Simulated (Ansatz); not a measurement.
# SnWO4 (Pnna): converging the G0W0 gap

How do accuracy and time trade against each other in G0W0 on SnWO4 (Pnna)?

Main program and level: Ansatz 0.2.0; G0W0 on r2SCAN, plane waves, PAW.

This is a report of a sequence of runs, with most program output left out.

### 1. The structure

The structure is orthorhombic, space group Pnna (No. 52). The conventional cell has a = 5.627 Å, b = 11.649 Å, c = 4.997 Å, α = 90.00°, β = 90.00°, γ = 90.00°. Sn has 4 O at 2.18 to 2.39 Å nearest. Nearest to W lie 6 O at 1.80 to 2.14 Å. O has 2 W at 1.80 to 2.14 Å nearest. Nearest to O lie 1 W at 1.89 Å and 2 Sn at 2.18 to 2.39 Å. Farther neighbours and most contacts between anions are not listed.

The cell and positions come from the Crystallography Open Database and are kept as given unless a step says otherwise. Spin-orbit coupling is left out unless a step names it. The default PAW set here is soft_2. Its files were made with PBE.

### 2. 160 empty bands, screening to 36 eV

G0W0 replaces the xc potential by the self-energy, built once from these orbitals. Only a window of levels is corrected, while the sums run over the empty bands that the input names.

File input.yaml:

```yaml
crystal:
  lattice:
    - [5.627, 0.0, 0.0]
    - [0.0, 11.6486, 0.0]
    - [0.0, 0.0, 4.9973]
  atoms:
    - { symbol: Sn, position: [0.25, 0.0, 0.2196] }
    - { symbol: Sn, position: [0.25, 0.5, 0.2804] }
    - { symbol: Sn, position: [0.75, 0.0, 0.7804] }
    - { symbol: Sn, position: [0.75, 0.5, 0.7196] }
    - { symbol: W, position: [0.6677, 0.25, 0.25] }
    - { symbol: W, position: [0.8323, 0.75, 0.25] }
    - { symbol: W, position: [0.3323, 0.75, 0.75] }
    - { symbol: W, position: [0.1677, 0.25, 0.75] }
    - { symbol: O, position: [0.3765, 0.2987, 0.9988] }
    - { symbol: O, position: [0.1235, 0.7013, 0.9988] }
    - { symbol: O, position: [0.3765, 0.2013, 0.5012] }
    - { symbol: O, position: [0.1235, 0.7987, 0.5012] }
    - { symbol: O, position: [0.6235, 0.7013, 0.0012] }
    - { symbol: O, position: [0.8765, 0.2987, 0.0012] }
    - { symbol: O, position: [0.6235, 0.7987, 0.4988] }
    - { symbol: O, position: [0.8765, 0.2013, 0.4988] }
    - { symbol: O, position: [0.1019, 0.3961, 0.6037] }
    - { symbol: O, position: [0.3981, 0.6039, 0.6037] }
    - { symbol: O, position: [0.1019, 0.1039, 0.8963] }
    - { symbol: O, position: [0.3981, 0.8961, 0.8963] }
    - { symbol: O, position: [0.8981, 0.6039, 0.3963] }
    - { symbol: O, position: [0.6019, 0.3961, 0.3963] }
    - { symbol: O, position: [0.8981, 0.8961, 0.1037] }
    - { symbol: O, position: [0.6019, 0.1039, 0.1037] }
kpoints:
  mp_grid: { grid: [2, 2, 4] }
hamiltonian:
  xc: r2scan
scf:
  occupations: { method: fixed }
gw:
  n_empty_bands: 160
  ecut_chi: 36
  qp_bands: [v4, c4]
  qp_kpoints: band_edges
  screening: { model: contour_deformation }
```

On the command line:

```bash
ansatz run input.yaml --threads 24 --pin off --max-ram 82944MiB --backend cuda --events-out ev --progress --plain --runs-dir out --devices 1 --max-vram 78GiB
```

Wall time 17 s (1 × NVIDIA GB200 (shared by 2 runs) with 24 threads of Arm Neoverse V2, shared host); peak memory 2.7 GiB; 43 s of CPU time.

Numbers from this step:

```
bands summed                                 : 264
RPA ε∞ on this mesh (eigenvalues)            : 5.623, 5.853, 6.869
plane waves in the screening matrix          : 167
q-points in the mesh                         : 16
G0W0 gap on the mesh                         : 2.564 eV
k of the valence top                         : 0, 0, 0.25
k of the conduction bottom                   : 0, 0, 0
starting gap on the mesh                     : 1.507 eV
Z at the valence top                         : 0.7780
Z at the conduction bottom                   : 0.7741
least direct G0W0 gap on the computed points : 2.618 eV
```

The gap on the mesh goes from 1.51 eV to 2.56 eV, a correction of +1.06 eV. Between the two edge states, bare exchange in place of the xc potential would open the gap by 7.05 eV, and correlation takes back 6.00 eV.

### 3. 454 empty bands, screening to 72 eV

Another rung: the empty bands reach about as high as the screening cutoff, so the two stay in balance.

input.yaml: that of step 2 with these lines changed.

```diff
@@ -37,4 +37,4 @@
 gw:
-  n_empty_bands: 160
-  ecut_chi: 36
+  n_empty_bands: 454
+  ecut_chi: 72
   qp_bands: [v4, c4]
```

Wall time 22 s (1 × NVIDIA GB200 (shared by 2 runs) with 24 threads); peak memory 4.2 GiB; 73 s of CPU time.

This step gave:

- bands summed: 558
- RPA ε∞ on this mesh (eigenvalues): 5.610, 5.828, 6.845
- plane waves in the screening matrix: 461
- q-points in the mesh: 16
- G0W0 gap on the mesh: 2.588 eV
- k of the valence top: 0, 0, 0.25
- k of the conduction bottom: 0, 0, 0
- starting gap on the mesh: 1.507 eV
- Z at the valence top: 0.7725
- Z at the conduction bottom: 0.7696
- least direct G0W0 gap on the computed points: 2.650 eV

Against the run with 2×2×4 mesh, 160 empty bands, screening to 36 eV, the gap moves by +0.02 eV.

### 4. 977 empty bands, screening to 120 eV

input.yaml: that of step 3 with these lines changed.

```diff
@@ -37,4 +37,4 @@
 gw:
-  n_empty_bands: 454
-  ecut_chi: 72
+  n_empty_bands: 977
+  ecut_chi: 120.0
   qp_bands: [v4, c4]
```

Elapsed: 62 s, on 1 × NVIDIA GB200 (shared by 2 runs) with 24 threads; peak memory 6.8 GiB.

This step gave:

* bands summed: 1081
* RPA ε∞ on this mesh (eigenvalues): 5.571, 5.779, 6.803
* plane waves in the screening matrix: 995
* G0W0 gap on the mesh: 2.586 eV
* k of the valence top: 0, 0, 0.25
* k of the conduction bottom: 0, 0, 0
* starting gap on the mesh: 1.507 eV
* least direct G0W0 gap on the computed points: 2.645 eV

Against the run with 2×2×4 mesh, 454 empty bands, screening to 72 eV, the gap moves by −0.002 eV.

### 5. Changing the k mesh: 2×2×2 mesh, 454 empty bands, screening to 72 eV

A second mesh at equal bands and cutoff isolates the sampling error. Bands and cutoff differ from the step before, so it is read against an earlier run that matches them.

input.yaml: that of step 4 with these lines changed.

```diff
@@ -31,3 +31,3 @@
 kpoints:
-  mp_grid: { grid: [2, 2, 4] }
+  mp_grid: { grid: [2, 2, 2] }
 hamiltonian:
@@ -37,4 +37,4 @@
 gw:
-  n_empty_bands: 977
-  ecut_chi: 120.0
+  n_empty_bands: 454
+  ecut_chi: 72
   qp_bands: [v4, c4]
```

Elapsed: 8.6 s, on 1 × NVIDIA GB200 (shared by 2 runs) with 24 threads; peak memory 3.4 GiB; 28 s of CPU time.

This step gave:

* bands summed: 558
* RPA ε∞ on this mesh (eigenvalues): 5.388, 5.750, 6.893
* plane waves in the screening matrix: 461
* G0W0 gap on the mesh: 2.634 eV
* k of the valence top: 0, -0.5, 0
* k of the conduction bottom: 0, 0, 0
* starting gap on the mesh: 1.548 eV
* least direct G0W0 gap on the computed points: 2.657 eV

Against the run with 2×2×4 mesh, 454 empty bands, screening to 72 eV, the gap moves by +0.05 eV, while the start moved by +0.04 eV. A band edge is found at another k point on this mesh.

### 6. Changing the frequency model: 2×2×4 mesh, 454 empty bands, screening to 72 eV, plasmon pole

A plasmon pole stands in for the full frequency dependence of the screening; this run shows what that costs in accuracy.

input.yaml: that of step 5 with these lines changed.

```diff
@@ -31,3 +31,3 @@
 kpoints:
-  mp_grid: { grid: [2, 2, 2] }
+  mp_grid: { grid: [2, 2, 4] }
 hamiltonian:
@@ -41,2 +41,2 @@
   qp_kpoints: band_edges
-  screening: { model: contour_deformation }
+  screening: { model: godby_needs }
```

Elapsed: 21 s, on 1 × NVIDIA GB200 (shared by 2 runs) with 24 threads; peak memory 4.2 GiB; 2.2 min of CPU time.

Numbers from this step:

```
bands summed                                 : 558
plasmon-pole fit frequency                   : 29.59 eV
RPA ε∞ on this mesh (eigenvalues)            : 5.610, 5.828, 6.845
plane waves in the screening matrix          : 461
G0W0 gap on the mesh                         : 2.655 eV
k of the valence top                         : 0, 0, 0.25
k of the conduction bottom                   : 0, 0, 0
starting gap on the mesh                     : 1.507 eV
least direct G0W0 gap on the computed points : 2.722 eV
```

Against the run with 2×2×4 mesh, 454 empty bands, screening to 72 eV, the gap moves by +0.07 eV.

### 7. Changing the files: 2×2×4 mesh, 454 empty bands, screening to 72 eV, hard PAW files

Other atomic data (hard PAW) test the pseudisation: the cutoff goes from 500 to 1050 eV and the valence electrons from 208 to 296, which opens shells that were frozen.

input.yaml: that of step 6 with these lines changed.

```diff
@@ -34,2 +34,3 @@
   xc: r2scan
+  pseudopotentials: { kind: paw, source: ansatz }
 scf:
@@ -41,2 +42,2 @@
   qp_kpoints: band_edges
-  screening: { model: godby_needs }
+  screening: { model: contour_deformation }
```

Elapsed: 56 s, on 1 × NVIDIA GB200 (shared by 2 runs) with 24 threads; peak memory 11 GiB; 2.7 min of CPU time.

This step gave:

```yaml
bands_summed: 602
rpa_eps_infinity_on_this_mesh_eigenvalues: 5.608, 5.822, 6.832
plane_waves_in_the_screening_matrix: 461
g0w0_gap_on_the_mesh: 2.620 eV
k_of_the_valence_top: 0, 0, 0.25
k_of_the_conduction_bottom: 0, 0, 0
starting_gap_on_the_mesh: 1.516 eV
least_direct_g0w0_gap_on_the_computed_points: 2.682 eV
```

Against the run with 2×2×4 mesh, 454 empty bands, screening to 72 eV, the gap moves by +0.03 eV.

### 8. The runs together

Times are wall times on 1 × NVIDIA GB200 (shared by 2 runs) with 24 threads of Arm Neoverse V2, shared host, good to a factor of about two.

| mesh | files | frequency | bands summed | cutoff (eV) | start (eV) | G0W0 (eV) | time | host memory (GiB) |
| --- | --- | --- | --- | --- | --- | --- | --- | --- |
| 2×2×4 | default PAW | contour deformation | 264 | 36 | 1.507 | 2.564 | 17 s | 2.7 |
| 2×2×4 | default PAW | contour deformation | 558 | 72 | 1.507 | 2.588 | 22 s | 4.2 |
| 2×2×4 | default PAW | contour deformation | 1081 | 120 | 1.507 | 2.586 | 62 s | 6.8 |
| 2×2×2 | default PAW | contour deformation | 558 | 72 | 1.548 | 2.634 | 8.6 s | 3.4 |
| 2×2×4 | default PAW | plasmon pole | 558 | 72 | 1.507 | 2.655 | 21 s | 4.2 |
| 2×2×4 | hard PAW | contour deformation | 602 | 72 | 1.516 | 2.620 | 56 s | 11 |

The parts of the quasiparticle energy at the two band edges (eV; QP = start + Σx + Σc − Vxc):

| run | edge | start | Σx | Σc | Vxc | Z | QP |
| --- | --- | --- | --- | --- | --- | --- | --- |
| 264 bands | valence top | 8.94 | -20.27 | 2.32 | -18.26 | 0.78 | 9.24 |
| 264 bands | conduction bottom | 10.44 | -15.60 | -3.68 | -20.64 | 0.77 | 11.80 |
| 558 bands | valence top | 8.94 | -20.27 | 1.99 | -18.26 | 0.77 | 8.91 |
| 558 bands | conduction bottom | 10.44 | -15.60 | -3.99 | -20.64 | 0.77 | 11.49 |
| 1081 bands | valence top | 8.94 | -20.27 | 1.74 | -18.26 | 0.77 | 8.66 |
| 1081 bands | conduction bottom | 10.44 | -15.60 | -4.24 | -20.64 | 0.77 | 11.24 |

### 9. Outcome

```json
{"264 bands, 36 eV": "2.564 eV", "558 bands, 72 eV": "2.588 eV", "1081 bands, 120 eV": "2.586 eV", "mesh and start": "2×2×4, r2SCAN"}
```

From 264 to 1081 bands the gap moves by +0.02 eV while the time grows 3.7-fold. Σc changes by −0.58 eV at the valence top and −0.56 eV at the conduction bottom, so the levels themselves move more than the gap between them. The gap turns back along the series, so no limit is drawn from it. On the 2×2×2 mesh in place of 2×2×4 the gap differs by +0.05 eV, of which +0.04 eV is already in the start. The plasmon-pole model gives +0.07 eV against contour deformation, 6 % of the correction, and saved no time in this program. Hard PAW files move the gap by +0.03 eV at equal bands and cutoff, +0.01 eV of it in the start. The 2×2×4 mesh is coarse for this cell (its supercell is 11 Å along the shortest edge). The RPA ε∞ on it, from the r2SCAN start, is 5.57, 5.78 and 6.80; such meshes misread the long-range screening, most where the gap is narrow. The many-body steps are scalar-relativistic: spin-orbit coupling is not in them.

[Paths, hosts, dates, memory and timing lines, banners, echoed tables and standing remarks are left out of the program output.]

[Logs are printed without paths, hosts, clocks, repeated set-up lines and the standing remarks that a program may print on its own settings, such as how far it seeks lower states.]

[Runs of the session that timed out or met a known fault of the program may be left out.]

[Cells called generated may have been cut or substituted from an entry of the Crystallography Open Database or the Materials Project.]

[Hosts, paths, dates, database ids (printed as entryN), source tags and the programs' standing remarks are cut or masked in the printed files.]
